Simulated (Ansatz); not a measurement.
# Sr2C (model cell, started as antifluorite): the cell at rest

Aim: bring Sr2C (model cell, started as antifluorite) to small forces and stress, as phonons need.

Program: Ansatz 0.2.0. Level of theory: DFT PBEsol, scalar-relativistic, plane waves, PAW. Results are calculated unless marked as measured.

The structure was built from a prototype and need not be the compound's stable phase.

## (1) Set-up

It takes space group Fm-3m (No. 225, cubic). The conventional cell has a = 5.942 Å, b = 5.942 Å, c = 5.942 Å, α = 90.00°, β = 90.00°, γ = 90.00°. Nearest to C lie 8 Sr at 2.57 Å. Nearest to Sr lie 4 C at 2.57 Å. Farther neighbours are not listed.

## (2) Probe on a coarse mesh

First a cheap look: the gap decides the mesh and the occupations, the pressure tells how far the cell has to move.

File input.yaml:

```yaml
crystal:
  lattice:
    - [0.0, 2.97081, 2.97081]
    - [2.97081, 0.0, 2.97081]
    - [2.97081, 2.97081, 0.0]
  atoms:
    - { symbol: C, position: [0.0, 0.0, 0.0] }
    - { symbol: Sr, position: [0.25, 0.25, 0.25] }
    - { symbol: Sr, position: [0.75, 0.75, 0.75] }
kpoints:
  mp_grid: { grid: [6, 6, 6] }
hamiltonian:
  xc: pbesol
scf:
  occupations: { method: gaussian, width: 0.1 }
output:
  forces: true
  stress: true
  eigenvalues: true
```

On the command line:

```console
> ansatz run input.yaml --threads 4 --pin off --max-ram 7168MiB --backend cpu --events-out ev --progress --plain --runs-dir out
```

Numbers of over 12 decimals in the logs are rounded to 6 here.

The log of the run:

```text
Engine: ansatz 0.2.0, aarch64-unknown-linux-gnu
Pseudopotentials: kind: paw
Pseudopotential: C, paw, valence charge 4, recommended cutoff 420 eV (normal), C.paw.azcp
Pseudopotential: Sr, paw, valence charge 10, recommended cutoff 420 eV (normal), Sr.paw.azcp
Functional definition: PBEsol
  exchange = pbesol_x
  correlation = pbesol_c
Crystal: 3 atoms, lattice volume = 52.439 Å³
[...]
--- Band table (eV; the first three rows and the last of 16) ---
  k-point 0: bands = [... 8 lower, 3.7471, 9.9972, 9.9972, 9.9972, 13.3976, 13.3976, 13.5039, 19.3773]
  k-point 1: bands = [... 8 lower, 4.0747, 9.9986, 10.3107, 10.3107, 13.8588, 13.8588, 14.5655, 18.0532]
  k-point 2: bands = [... 8 lower, 4.6082, 10.6588, 11.0809, 11.0809, 15.0275, 15.0275, 15.1150, 18.0802]
  k-point 15: bands = [... 8 lower, 4.7534, 10.9625, 11.8485, 12.1388, 13.3416, 15.5054, 15.6424, 17.7106]
[key lines of the parts left out:]
SCF converged after 6 iterations
Free energy (F): -7228.215882 eV
Fermi energy:    12.524736 eV
P = ⅓ Tr σ = 24.7274 GPa (247.274 kbar)
```

Wall time 0.38 s (4 threads of Arm Neoverse V2, shared host); peak memory 0.28 GiB.

This step gave:

| Property | Result |
| --- | --- |
| pressure | 24.73 GPa |
| volume per atom | 17.48 Å³ |
| gap on the k-mesh | 0 eV |

The coarse mesh shows no gap and a pressure of 24.7 GPa.

## (3) Rough relaxation

The start is far from rest, so a relaxation with loose tolerances brings it close first.

input.yaml: that of step 2 with these lines changed.

```diff
@@ -19 +19,6 @@
   eigenvalues: true
+relax:
+  adjacent_minimum: "off"
+  f_tol: 0.05
+  max_steps: 80
+  cell: { stress_tol: 0.5 }
```

The log of the run:

```text
[...]
Crystal: 3 atoms, lattice volume = 52.439 Å³
Basis set: ecut = 420 eV, 965 PW (Γ), exchange–correlation on 60×60×60 points (8 copies of the dense FFT grid, shifted against one another)
Bands: 16, of which v1, the nominal top of the filled ones, is band 12 counted from 1 (11 counted from 0)
Symmetry: 48 space group operations
[...]
k-points: 16 of 216
[...]
F+E_penalty+E_count = -7229.38863778 eV   max|allowed force component| = 2.745e-16 eV/Å   (the final SCF, on the basis selected at the relaxed cell)
  cell:  # Å, volume = 72.3213 Å³
    - [0, 3.306831, 3.306831]
    - [3.306831, 0, 3.306831]
    - [3.306831, 3.306831, 0]
  atoms:
    - { symbol: C, position: [0, 0, 0] }
    - { symbol: Sr, position: [0.25, 0.25, 0.25] }
    - { symbol: Sr, position: [0.750000, 0.750000, 0.750000] }
[key lines of the parts left out:]
SCF converged after 4 iterations
Free energy (F): -7229.388638 eV
Fermi energy:    8.658573 eV
P = ⅓ Tr σ = 0.0866 GPa (0.866 kbar)
```

Wall time 2.3 s (4 threads); peak memory 0.32 GiB.

Relaxation path:

```csv
step,energy less that of the first step (eV),largest force component (eV/Å),pressure (GPa),volume (Å³)
1,0.0000,0.0000,24.73,52.44
2,-0.8322,0.0000,10.12,60.49
3,-1.1032,0.0000,2.76,67.66
4,-1.1327,0.0000,0.48,70.81
5*,-1.1679,0.0000,0.97,70.81
6,-1.1721,0.0000,0.08,72.32
7*,-1.1728,0.0000,0.09,72.32
```

Relaxation steps marked * repeat the geometry before them on a plane-wave basis chosen anew for their cell, so energy and pressure can jump there.

Forces are held to the 48 operations that the run works with; a distortion that breaks them can't arise in this run.

```csv
"conventional cell, symmetrised",before,after,change
a (Å),5.942,6.614,+11.3 %
b (Å),5.942,6.614,+11.3 %
c (Å),5.942,6.614,+11.3 %
volume (Å³/atom),17.48,24.11,+37.9 %
```

Final coordinates:

```
C Sr
1.0
     0.00000    3.30683    3.30683
     3.30683    0.00000    3.30683
     3.30683    3.30683    0.00000
C Sr
1 2
Cartesian
  0.0000 0.0000 0.0000
  1.6534 1.6534 1.6534
  4.9602 4.9602 4.9602
```

Numbers from this step:

| Property | Result |
| --- | --- |
| pressure | 0.08665 GPa |
| volume per atom | 24.11 Å³ |

In this step the volume went from 17.48 to 24.11 Å³/atom.

## (4) Bringing the structure to rest

The cell and atoms are relaxed, since residual forces and stress would shift the frequencies.

input.yaml, the sections that differ from step 3:

```yaml
crystal:
  lattice:
    - [0.0, 3.30683137, 3.30683137]
    - [3.30683137, 0.0, 3.30683137]
    - [3.30683137, 3.30683137, 0.0]
  atoms:
    - { symbol: C, position: [0.0, 0.0, 0.0] }
    - { symbol: Sr, position: [0.25, 0.25, 0.25] }
    - { symbol: Sr, position: [0.75, 0.75, 0.75] }
kpoints:
  mp_grid: { grid: [12, 12, 12] }
relax:
  adjacent_minimum: "off"
  f_tol: 0.005
  max_steps: 80
  cell: { stress_tol: 0.05 }
# hamiltonian, scf, output: as in step 3
```

The log of the run:

```text
[...]
Crystal: 3 atoms, lattice volume = 72.321 Å³
Basis set: ecut = 420 eV, 1411 PW (Γ), exchange–correlation on 64×64×64 points (8 copies of the dense FFT grid, shifted against one another)
Bands: 16, of which v1, the nominal top of the filled ones, is band 12 counted from 1 (11 counted from 0)
[... 1 set-up line as in the run before ...]
[...]
k-points: 72 of 1728
[...]
SCF iter   1: F=—  HF=-7229.386988 eV  |F-HF|=—  |Δ(HF+E_count)|=         —  Δρ=5.15e-3  dr2=2.88e-2  ethr=1.77e-3  ⟨swp⟩=9.0  Hψ=7687  notcnv=0
[...]
SCF iter   7: F=-7229.384553 eV  HF=-7229.384553 eV  |F-HF|=2.84e-9  |Δ(HF+E_count)|=   7.24e-8  Δρ=3.28e-6  dr2=6.66e-9  ethr=4.17e-10  ⟨swp⟩=6.9  Hψ=6310  notcnv=0
SCF 1 converged in 7 iterations: F = -7229.384553 eV  dr2 = 6.66e-9
[...]
relax step   1: F+E_penalty+E_count = -7229.38455278 eV  Δ(F+E_penalty+E_count) = +0.000e0 eV  max|allowed force component| = 8.943e-17 eV/Å  Δτ_max = 0.0000 Å  P = +0.050 GPa  Ω = 72.321 Å³  (7 SCF iters, dr2 threshold 1.00e-7 eV, accepted)
[...]
SCF iter   1: F=—  HF=-7229.384548 eV  |F-HF|=—  |Δ(HF+E_count)|=         —  Δρ=3.28e-6  dr2=6.23e-9  ethr=1.56e-7  ⟨swp⟩=4.4  Hψ=11714  notcnv=0
eigensolver tolerance schedule: the retry pair's looser diagonalisation over-reported the residual by 5994.14 of it (diagonalisation noise at 0.43 of the residual, at the tolerance the schedule requests for it); recorded, not acted on — ethr = c·dr2/N_el stays at c = 1.0e-1
[...]
SCF iter   2: F=—  HF=-7229.384553 eV  |F-HF|=—  |Δ(HF+E_count)|=   4.90e-6  Δρ=2.11e-6  dr2=3.05e-9  ethr=2.60e-11  ⟨swp⟩=3.4  Hψ=2693  notcnv=0
[...]
SCF iter   5: F=-7229.384553 eV  HF=-7229.384553 eV  |F-HF|=1.82e-12  |Δ(HF+E_count)|=  2.36e-11  Δρ=1.35e-7  dr2=1.44e-11  ethr=1.00e-12  ⟨swp⟩=5.6  Hψ=6242  notcnv=0
SCF 2 converged in 5 iterations: F = -7229.384553 eV  dr2 = 1.44e-11
relax step   2: F+E_penalty+E_count = -7229.38455278 eV  Δ(F+E_penalty+E_count) = -1.204e-9 eV  max|allowed force component| = 3.701e-17 eV/Å  Δτ_max = 0.0000 Å  P = +0.050 GPa  Ω = 72.321 Å³  stress off target by 4.97e-2 GPa  SCF on the basis re-selected at this cell (its energy is not comparable with the rows above)  (5 SCF iters)
[...]
SCF converged after 5 iterations
Free energy (F): -7229.384553 eV
[...]
Internal energy: -7229.377552 eV  (E = F + TS)
E sigma→0 (E₀):  -7229.381053 eV
Entropy (-TS):   -0.007001 eV (-2.334 meV/atom)
Fermi energy:    8.646621 eV
[...]
--- Stress (GPa, compression-positive) ---
        0.049676       0.000000      -0.000000
       -0.000000       0.049676      -0.000000
       -0.000000       0.000000       0.049676
  P = ⅓ Tr σ = 0.0497 GPa (0.497 kbar)
--- Band table (eV; the first three rows and the last of 72) ---
  k-point 0: bands = [... 8 lower, 0.3569, 7.1267, 7.1267, 7.1267, 8.6503, 9.8800, 9.8800, 13.9669]
  k-point 1: bands = [... 8 lower, 0.4011, 6.9759, 7.1760, 7.1760, 8.9898, 9.9448, 9.9448, 13.6329]
  k-point 2: bands = [... 8 lower, 0.5190, 6.7695, 7.3171, 7.3171, 9.7306, 10.1354, 10.1354, 12.9661]
  k-point 71: bands = [... 8 lower, 1.0434, 7.5470, 7.5470, 8.5055, 8.7995, 11.3752, 11.3752, 12.6379]
--- Relaxed structure (1 steps of the walk, 1 accepted, 1 SCFs on fresh bases) ---
[...]
cell:  # Å, volume = 72.3213 Å³
    - [0.0, 3.30683137, 3.30683137]
    - [3.30683137, 0.0, 3.30683137]
    - [3.30683137, 3.30683137, 0.0]
  atoms:
    - { symbol: C, position: [0.0, 0.0, 0.0] }
    - { symbol: Sr, position: [0.250000, 0.250000, 0.250000] }
    - { symbol: Sr, position: [0.750000, 0.750000, 0.750000] }
```

Elapsed: 2.7 s, on 4 threads; peak memory 0.39 GiB.

Little changed from the start: no atom moved by 0.005 Å and no cell edge by 0.1 %.

This step gave:

* pressure: 0.04968 GPa

In this step the volume went from 24.11 to 24.11 Å³/atom.

## (5) Tight relaxation

Phonons need a cell at rest on their own settings, so the relaxation is repeated with tight tolerances on forces and stress on the k mesh and occupations of the first response run.

input.yaml, the sections that differ from step 4:

```yaml
scf:
  occupations: { method: methfessel_paxton, width: 0.2 }
relax:
  adjacent_minimum: "off"
  f_tol: 0.001
  max_steps: 60
  cell: { stress_tol: 0.01 }
# crystal, kpoints, hamiltonian, output: as in step 4
```

The log of the run:

```text
[...]
Crystal: 3 atoms, lattice volume = 72.321 Å³
Basis set: ecut = 420 eV, 1411 PW (Γ), exchange–correlation on 64×64×64 points (8 copies of the dense FFT grid, shifted against one another)
Bands: 16, of which v1, the nominal top of the filled ones, is band 12 counted from 1 (11 counted from 0)
[... 1 set-up line as in the run before ...]
[...]
k-points: 72 of 1728
[...]
k-point 71: bands = [... 8 lower, 1.0303, 7.5313, 7.5313, 8.4921, 8.7803, 11.3557, 11.3557, 12.6163]
--- Relaxed structure (3 steps of the walk, 3 accepted, 1 SCFs on fresh bases) ---
[...]
cell:  # Å, volume = 72.4424 Å³
    - [0, 3.308676, 3.308676]
    - [3.308676, 0, 3.308676]
    - [3.308676, 3.308676, 0]
  atoms:
    - { symbol: C, position: [0, 0, 0] }
    - { symbol: Sr, position: [0.250000, 0.250000, 0.250000] }
    - { symbol: Sr, position: [0.75, 0.75, 0.75] }
[key lines of the parts left out:]
SCF converged after 6 iterations
Free energy (F): -7229.379107 eV
Fermi energy:    8.628725 eV
P = ⅓ Tr σ = 0.0009 GPa (0.009 kbar)
```

Run time: 4.6 s. Hardware: 4 threads; peak memory 0.4 GiB.

Little changed from the start: no atom moved by 0.005 Å and no cell edge by 0.1 %.

Numbers from this step:

```yaml
pressure: 8.75e-4 GPa
volume_per_atom: 24.15 Å³
```

The forces vanish by symmetry and the pressure is 0.001 GPa, within the tolerances set. The cell now holds 24.15 Å³/atom.

## (6) What came out

| Property | Result |
| --- | --- |
| space group after relaxation (within 0.01 Å) | Fm-3m |
| lattice constant a | 6.617 Å |
| lattice constant b | 6.617 Å |
| lattice constant c | 6.617 Å |
| volume per atom | 24.1 Å³ |

In words: The forces vanish by symmetry and the pressure is 0.001 GPa, within the tolerances set. The cell now holds 24.15 Å³/atom. The relaxation keeps the symmetry of its start, so it says nothing on stability against lower symmetry. The starting cell was built on a prototype and not taken from a measurement, so the phase need not exist.

[Logs are printed without paths, hosts, clocks, repeated set-up lines and the standing remarks that a program may print on its own settings, such as how far it seeks lower states.]

[Hosts, paths, dates, database ids (printed as entryN), source tags and the programs' standing remarks are cut or masked in the printed files.]
